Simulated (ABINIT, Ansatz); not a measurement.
An input for ABINIT 10.8.3 (Na2LiScF6 (Fm-3m)):

```
acell 3*1.0 Angstrom
rprim 
  0.000000000000 4.017450000000 4.017450000000
  4.017450000000 0.000000000000 4.017450000000
  4.017450000000 4.017450000000 -0.000000000000
ntypat 4
znucl 11 3 21 9
natom 10
typat 1 1 2 3 4 4 4 4 4 4
xred 
  0.250000000000 0.250000000000 0.250000000000
  0.750000000000 0.750000000000 0.750000000000
  0.500000000000 0.500000000000 0.500000000000
  0.000000000000 -0.000000000000 0.000000000000
  0.250423000000 0.250423000000 0.749577000000
  0.250423000000 0.749577000000 0.749577000000
  0.749577000000 0.749577000000 0.250423000000
  0.250423000000 0.749577000000 0.250423000000
  0.749577000000 0.250423000000 0.749577000000
  0.749577000000 0.250423000000 0.250423000000
pp_dirpath "pseudos"
pseudos "Na.upf, Li.upf, Sc.upf, F.upf"
ecut 38
ngkpt 2 2 2
nshiftk 1
shiftk 0 0 0
kptopt 1
chksymbreak 0
iscf -2
irdden 1
istwfk *1
nband 271
nbdbuf 24
tolwfr 1e-09
nstep 60
prtvol 0
indata_prefix "in"
outdata_prefix "out"
tmpdata_prefix "tmp"
```

```sh
OMP_NUM_THREADS=1 mpirun -n 4 abinit run.abi > log
```

Q: How long will it take on 4 MPI ranks of Arm Neoverse V2, shared host, and how much memory?

It took 2.3 min; on shared hardware allow 69 s to 4.6 min. Peak host memory was 0.5 GiB.

[Paths, hosts, dates, memory and timing lines, banners, echoed tables and standing remarks are left out of the program output.]

[Logs are printed without paths, hosts, clocks, repeated set-up lines and the standing remarks that a program may print on its own settings, such as how far it seeks lower states.]

[Runs of the session that timed out or met a known fault of the program may be left out.]

[No measured gap is set beside runs whose start may be inverted or whose files or cutoffs have a known fault.]

[Hosts, paths, dates, database ids (printed as entryN), source tags and the programs' standing remarks are cut or masked in the printed files.]

[G0W0 gaps are taken among the corrected bands and points alone; a level outside them can change the order at an edge.]

[Where Ansatz stands beside ABINIT at settings called matched, ABINIT's density can come from a denser mesh and the files from another edition; pairs whose starting gaps differed by over 0.03 eV were left out, so agreement reads better than it is.]
